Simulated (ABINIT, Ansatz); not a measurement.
**A GW run on CdWO4 (P2/c) in ABINIT, with inputs changed**

Aim: change inputs of a GW run on CdWO4 (P2/c) and see what moves.

Calculated with ABINIT 10.8.3; LDA and many-body steps on it, plane waves.

## Step 1: The starting structure

Symmetry: P2/c, No. 13, monoclinic system. The conventional cell has a = 5.040 Å, b = 5.870 Å, c = 5.084 Å, α = 90.00°, β = 91.48°, γ = 90.00°. Nearest to Cd lie 6 O at 2.20 to 2.43 Å. Nearest to W lie 6 O at 1.78 to 2.15 Å. O has 2 W at 1.92 to 2.15 Å and 1 Cd at 2.20 Å nearest. Nearest to O lie 1 W at 1.78 Å and 2 Cd at 2.28 to 2.43 Å. Farther neighbours and most contacts between anions are not listed.

The cell and positions come from the Crystallography Open Database and are kept as given unless a step says otherwise. Spin-orbit coupling is left out unless a step names it.

## Step 2: Screening, 2×2×2 mesh, 139 bands, screening to 98 eV

This step: ABINIT 10.8.3; RPA screening on LDA, plane waves, norm-conserving pseudopotentials.

The RPA dielectric matrix is built and inverted for each q.

run.abi

```
acell 3*1.0 Angstrom
rprim 
  5.040000000000 -0.000000000000 -0.000000000000
  -0.000000000000 5.870100000000 -0.000000000000
  -0.130957318200 -0.000000000000 5.082413107100
ntypat 3
znucl 48 74 8
natom 12
typat 1 1 2 2 3 3 3 3 3 3 3 3
xred 
  0.500000000000 0.697290000000 0.250000000000
  0.500000000000 0.302710000000 0.750000000000
  0.000000000000 0.178550000000 0.250000000000
  0.000000000000 0.821450000000 0.750000000000
  0.201800000000 0.095500000000 0.950400000000
  0.798200000000 0.095500000000 0.549600000000
  0.798200000000 0.904500000000 0.049600000000
  0.201800000000 0.904500000000 0.450400000000
  0.242000000000 0.370300000000 0.383900000000
  0.758000000000 0.370300000000 0.116100000000
  0.758000000000 0.629700000000 0.616100000000
  0.242000000000 0.629700000000 0.883900000000
pp_dirpath "pseudos"
pseudos "Cd.upf, W.upf, O.upf"
ecut 47
ngkpt 2 2 2
nshiftk 1
shiftk 0 0 0
kptopt 1
chksymbreak 0
istwfk *1
occopt 1
irdwfk 1
optdriver 3
nband 139
ecuteps 3.6
inclvkb 2
awtr 1
symchi 1
indata_prefix "in"
outdata_prefix "out"
tmpdata_prefix "tmp"
```

Started as:

```sh
$ OMP_NUM_THREADS=1 mpirun -n 4 abinit run.abi > log
```

What it wrote:

```text
.Version 10.8.3 of ABINIT. v10.8.2 released Aug 2026.

 Symmetries : space group P2/c (# 13); Bravais mP (primitive monocl.)
[... echo of the input left out ...]
== DATASET  1 ==================================================================
-   mpi_nproc: 4, omp_nthreads: 1 (-1 if OMP is not activated)

--- !DatasetInfo
iteration_state: {dtset: 1, }
dimensions: {natom: 12, nkpt: 8, mband: 139, nsppol: 1, nspinor: 1, nspden: 1, mpw: 15656, }
cutoff_energies: {ecut:  47.0, pawecutdg:  -1.0, }
electrons: {nelect:   1.16000000E+02, charge:   0.00000000E+00, occopt:   1.00000000E+00, tsmear:   1.00000000E-02, }

 SCREENING: Calculation of the susceptibility and dielectric matrices

 Based on a program developped by R.W. Godby, V. Olevano, G. Onida, and L. Reining.
 Incorporated in ABINIT by V. Olevano, G.-M. Rignanese, and M. Torrent.
.Using double precision arithmetic ; gwpc =  8

[... cell and pseudopotentials left out ...]
--------------------------------------------------------------------------------

 ==== K-mesh for the wavefunctions ====
 Number of points in the irreducible wedge :     8
[... list of points left out ...]
 Together with  4 symmetry operations and time-reversal symmetry
 yields     8 points in the full Brillouin Zone.

 ==== Q-mesh for the screening function ====
 Number of points in the irreducible wedge :     8
[... list of points left out ...]
 Together with  4 symmetry operations and time-reversal symmetry
 yields     8 points in the full Brillouin Zone.

 setmesh: FFT mesh size selected  =    40x   45x   40
          total number of points  =        72000

 vcoul_init : cutoff-mode = AUXILIARY_FUNCTION
 q-points for optical limit:   1
     1)      0.000010    0.000020    0.000030

- screening: taking advantage of time-reversal symmetry
- Maximum band index for partially occupied states nbvw = 58
- Remaining bands to be divided among processors   nbcw = 81
- Number of bands treated by each node ~20

 Number of electrons calculated from density =  116.0000; Expected =  116.0000
 average of density, n =  0.114318
 r_s =    1.2782
 omega_plasma =   32.6147 [eV]

 calculating chi0 at frequencies [eV] :
  1    0.000000E+00    0.000000E+00
  2    0.000000E+00    3.261469E+01

--------------------------------------------------------------------------------
  q-point number  1        q = ( 0.000000, 0.000000, 0.000000) [r.l.u.]
--------------------------------------------------------------------------------
[... chi0 elements left out ...]
 For q-point:  0.000010 0.000020 0.000030
  dielectric constant =   5.0163
  dielectric constant without local fields =   5.6400

  Average fulfillment of the sum rule on Im[epsilon] for q-point    1 :     35.99  [%]
[... wings left out ...]
  q-point number  2        q = ( 0.500000, 0.000000, 0.000000) [r.l.u.]
--------------------------------------------------------------------------------
[... chi0 elements left out ...]
  Average fulfillment of the sum rule on Im[epsilon] for q-point    2 :     42.38  [%]

 [... 6 further q-points ...]
```

It took 5.9 min on 4 MPI ranks of Intel Xeon Platinum 8488C (Sapphire Rapids), shared host; peak memory 5.1 GiB.

This step gave:

- ε∞ with local fields, on this mesh, along the program's q direction: 5.016
- the same without local fields: 5.64
- plasma frequency: 32.61 eV
- plane waves in the screening matrix: 327

Local fields lower ε∞ by 11 %. On a Γ-centred mesh this coarse the value itself is usually too large, while a short band sum pulls it down.

## Step 3: Base

The self-energy is evaluated for the states that the input lists, and the levels follow from it, in one-shot runs by the linearised quasiparticle equation.

This step: G0W0 on LDA, plane waves, norm-conserving pseudopotentials.

run.abi: that of step 2 with these lines changed.

```diff
@@ -33,8 +33,17 @@
 irdwfk 1
-optdriver 3
+optdriver 4
 nband 139
+gwcalctyp 0
+ecutsigx 47
+symsigma 1
+nkptgw 2
+kptgw 
+  0.0000000000 0.5000000000 0.0000000000
+  0.0000000000 0.0000000000 0.0000000000
+bdgw 
+  57 61
+  57 60
 ecuteps 3.6
-inclvkb 2
-awtr 1
-symchi 1
+irdscr 1
+ppmodel 1
 indata_prefix "in"
```

What it wrote:

```text
.Version 10.8.3 of ABINIT. v10.8.2 released Aug 2026.

 Symmetries : space group P2/c (# 13); Bravais mP (primitive monocl.)
[... echo of the input left out ...]
== DATASET  1 ==================================================================
-   mpi_nproc: 4, omp_nthreads: 1 (-1 if OMP is not activated)

--- !DatasetInfo
iteration_state: {dtset: 1, }
dimensions: {natom: 12, nkpt: 8, mband: 139, nsppol: 1, nspinor: 1, nspden: 1, mpw: 15656, }
cutoff_energies: {ecut:  47.0, pawecutdg:  -1.0, }
electrons: {nelect:   1.16000000E+02, charge:   0.00000000E+00, occopt:   1.00000000E+00, tsmear:   1.00000000E-02, }

 SIGMA: Calculation of the GW corrections

 Based on a program developped by R.W. Godby, V. Olevano, G. Onida, and L. Reining.
 Incorporated in ABINIT by V. Olevano, G.-M. Rignanese, and M. Torrent.
.Using double precision arithmetic ; gwpc =  8

[... cell and pseudopotentials left out ...]
--------------------------------------------------------------------------------

 ==== K-mesh for the wavefunctions ====
 Number of points in the irreducible wedge :     8
[... list of points left out ...]
 Together with  4 symmetry operations and time-reversal symmetry
 yields     8 points in the full Brillouin Zone.

 ==== Q-mesh for screening function ====
 Number of points in the irreducible wedge :     8
[... list of points left out ...]
 Together with  4 symmetry operations and time-reversal symmetry
 yields     8 points in the full Brillouin Zone.

 vcoul_init : cutoff-mode = AUXILIARY_FUNCTION
 q-points for optical limit:   1
     1)      0.000010    0.000020    0.000030
 setmesh: FFT mesh size selected  =    60x   72x   60
          total number of points  =       259200

 Number of electrons calculated from density =  116.0000; Expected =  116.0000
 average of density, n =  0.114318
 r_s =    1.2782
 omega_plasma =   32.6147 [eV]

 === KS Band Gaps ===
  >>>> For spin  1
   Minimum direct gap =   2.9976 [eV], located at k-point      :   0.0000  0.5000  0.0000
   Fundamental gap    =   2.9976 [eV], Top of valence bands at :   0.0000  0.5000  0.0000
                                       Bottom of conduction at :   0.0000  0.5000  0.0000
 SIGMA fundamental parameters:
 PLASMON POLE MODEL  1
 number of plane-waves for SigmaX                15641
 number of plane-waves for SigmaC and W            327
 number of plane-waves for wavefunctions         15641
 number of bands                                   139
 number of independent spin polarizations            1
 number of spinorial components                      1
 number of k-points in IBZ                           8
 number of q-points in IBZ                           8
 number of symmetry operations                       4
 number of k-points in BZ                            8
 number of q-points in BZ                            8
 number of frequencies for dSigma/dE                 9
 frequency step for dSigma/dE [eV]                0.25
 number of omega for Sigma on real axis              0
 max omega for Sigma on real axis  [eV]           0.00
 zcut for avoiding poles [eV]                     0.10

 EPSILON^-1 parameters (SCR file):
 dimension of the eps^-1 matrix on file            327
 dimension of the eps^-1 matrix used               327
 number of plane-waves for wavefunctions         15641
 number of bands                                   139
 number of q-points in IBZ                           8
 number of frequencies                               2
 number of real frequencies                          1
 number of imag frequencies                          1

 matrix elements of self-energy operator (all in [eV])

 Perturbative Calculation

--- !SelfEnergy_ee
iteration_state: {dtset: 1, }
kpoint     : [   0.000,    0.500,    0.000, ]
spin       : 1
KS_gap     :    2.998
QP_gap     :    5.003
Delta_QP_KS:    2.005
data: !SigmaeeData |
     Band     E0 <VxcDFT>   SigX SigC(E0)      Z dSigC/dE  Sig(E)    E-E0       E
       57   4.958 -19.439 -24.445   5.104   0.776  -0.289 -19.363   0.076   5.034
       58   5.524 -20.960 -25.788   4.976   0.786  -0.273 -20.844   0.116   5.640
       59   8.521 -17.109 -11.449  -3.094   0.827  -0.210 -14.987   2.121  10.642
       60   9.410 -16.657 -11.695  -3.075   0.821  -0.218 -15.107   1.550  10.960
       61   9.411 -18.189 -11.695  -3.075   0.821  -0.218 -15.381   2.809  12.220

--- !SelfEnergy_ee
iteration_state: {dtset: 1, }
kpoint     : [   0.000,    0.000,    0.000, ]
spin       : 1
KS_gap     :    3.643
QP_gap     :    5.646
Delta_QP_KS:    2.003
data: !SigmaeeData |
     Band     E0 <VxcDFT>   SigX SigC(E0)      Z dSigC/dE  Sig(E)    E-E0       E
       57   5.217 -19.763 -24.770   5.144   0.776  -0.289 -19.657   0.107   5.324
       58   5.262 -20.830 -25.536   4.824   0.787  -0.270 -20.737   0.093   5.355
       59   8.904 -17.169 -11.869  -2.751   0.822  -0.216 -15.072   2.097  11.001
       60   9.354 -18.087 -12.337  -3.007   0.818  -0.223 -15.844   2.243  11.597

== END DATASET(S) ==============================================================
================================================================================

 -outvars: echo values of variables after computation  --------
           etotal      0.0000000000E+00
            nband         139
             nkpt           8
          spgroup          13
 [... the other variables as echoed above ...]

 Calculation completed.
```

Wall time 24 s (4 MPI ranks); peak memory 2.9 GiB; 94 s of CPU time.

This step gave:

- G0W0 gap on the points computed: 5.002 eV
- starting gap on the mesh: 2.998 eV
- k of the valence top: 0, 0.5, 0
- k of the conduction bottom: 0, 0.5, 0
- Z at the valence top: 0.786
- Z at the conduction bottom: 0.827
- least direct G0W0 gap on the computed points: 5.002 eV

The gap on the mesh goes from 3.00 eV to 5.00 eV, a correction of +2.00 eV.

## Step 4: Smaller part of the screening matrix

run.abi: that of step 3 with these lines changed.

```diff
@@ -45,3 +45,3 @@
   57 60
-ecuteps 3.6
+ecuteps 0.9
 irdscr 1
```

What it wrote:

```text
.Version 10.8.3 of ABINIT. v10.8.2 released Aug 2026.

 Symmetries : space group P2/c (# 13); Bravais mP (primitive monocl.)
[... echo of the input left out ...]
== DATASET  1 ==================================================================
-   mpi_nproc: 4, omp_nthreads: 1 (-1 if OMP is not activated)

--- !DatasetInfo
iteration_state: {dtset: 1, }
dimensions: {natom: 12, nkpt: 8, mband: 139, nsppol: 1, nspinor: 1, nspden: 1, mpw: 15656, }
cutoff_energies: {ecut:  47.0, pawecutdg:  -1.0, }
electrons: {nelect:   1.16000000E+02, charge:   0.00000000E+00, occopt:   1.00000000E+00, tsmear:   1.00000000E-02, }

 SIGMA: Calculation of the GW corrections

 Based on a program developped by R.W. Godby, V. Olevano, G. Onida, and L. Reining.
 Incorporated in ABINIT by V. Olevano, G.-M. Rignanese, and M. Torrent.
.Using double precision arithmetic ; gwpc =  8

[... cell and pseudopotentials left out ...]
--------------------------------------------------------------------------------

 ==== K-mesh for the wavefunctions ====
 Number of points in the irreducible wedge :     8
[... list of points left out ...]
 Together with  4 symmetry operations and time-reversal symmetry
 yields     8 points in the full Brillouin Zone.

 ==== Q-mesh for screening function ====
 Number of points in the irreducible wedge :     8
[... list of points left out ...]
 Together with  4 symmetry operations and time-reversal symmetry
 yields     8 points in the full Brillouin Zone.

 vcoul_init : cutoff-mode = AUXILIARY_FUNCTION
 q-points for optical limit:   1
     1)      0.000010    0.000020    0.000030
 setmesh: FFT mesh size selected  =    60x   72x   60
          total number of points  =       259200

 Number of electrons calculated from density =  116.0000; Expected =  116.0000
[...]
number of omega for Sigma on real axis              0
 max omega for Sigma on real axis  [eV]           0.00
 zcut for avoiding poles [eV]                     0.10

 EPSILON^-1 parameters (SCR file):
 dimension of the eps^-1 matrix on file            327
 dimension of the eps^-1 matrix used                41
 number of plane-waves for wavefunctions         15641
 number of bands                                   139
 number of q-points in IBZ                           8
 number of frequencies                               2
 number of real frequencies                          1
 number of imag frequencies                          1

 matrix elements of self-energy operator (all in [eV])

 Perturbative Calculation

--- !SelfEnergy_ee
iteration_state: {dtset: 1, }
kpoint     : [   0.000,    0.500,    0.000, ]
spin       : 1
KS_gap     :    2.998
QP_gap     :    6.003
Delta_QP_KS:    3.005
data: !SigmaeeData |
     Band     E0 <VxcDFT>   SigX SigC(E0)      Z dSigC/dE  Sig(E)    E-E0       E
       57   4.958 -19.439 -24.445   3.890   0.833  -0.200 -20.369  -0.929   4.029
       58   5.524 -20.960 -25.788   3.802   0.840  -0.191 -21.821  -0.861   4.662
       59   8.521 -17.109 -11.449  -3.131   0.848  -0.180 -14.965   2.144  10.665
[...]
--- !SelfEnergy_ee
iteration_state: {dtset: 1, }
kpoint     : [   0.000,    0.000,    0.000, ]
spin       : 1
KS_gap     :    3.643
QP_gap     :    6.422
Delta_QP_KS:    2.780
data: !SigmaeeData |
     Band     E0 <VxcDFT>   SigX SigC(E0)      Z dSigC/dE  Sig(E)    E-E0       E
[...]
59   8.904 -17.169 -11.869  -2.967   0.848  -0.180 -15.192   1.977  10.881
       60   9.354 -18.087 -12.337  -3.211   0.843  -0.187 -15.948   2.139  11.493

== END DATASET(S) ==============================================================
================================================================================

 -outvars: echo values of variables after computation  --------
           etotal      0.0000000000E+00
            nband         139
             nkpt           8
          spgroup          13
 [... the other variables as echoed above ...]

 Calculation completed.
```

Run time: 12 s. Hardware: 4 MPI ranks; peak memory 2.7 GiB; 45 s of CPU time.

Numbers from this step:

```yaml
g0w0_gap_on_the_points_computed: 6.003 eV
starting_gap_on_the_mesh: 2.998 eV
k_of_the_valence_top: 0, 0.5, 0
k_of_the_conduction_bottom: 0, 0.5, 0
z_at_the_valence_top: 0.84
z_at_the_conduction_bottom: 0.848
least_direct_g0w0_gap_on_the_computed_points: 6.003 eV
```

(Part 1 of 2 ends here.)

[Paths, hosts, dates, memory and timing lines, banners, echoed tables and standing remarks are left out of the program output.]

[Logs are printed without paths, hosts, clocks, repeated set-up lines and the standing remarks that a program may print on its own settings, such as how far it seeks lower states.]

[Runs of the session that timed out or met a known fault of the program may be left out.]

[No measured gap is set beside runs whose start may be inverted or whose files or cutoffs have a known fault.]

[Hosts, paths, dates, database ids (printed as entryN), source tags and the programs' standing remarks are cut or masked in the printed files.]

[G0W0 gaps are taken among the corrected bands and points alone; a level outside them can change the order at an edge.]

[Where Ansatz stands beside ABINIT at settings called matched, ABINIT's density can come from a denser mesh and the files from another edition; pairs whose starting gaps differed by over 0.03 eV were left out, so agreement reads better than it is.]
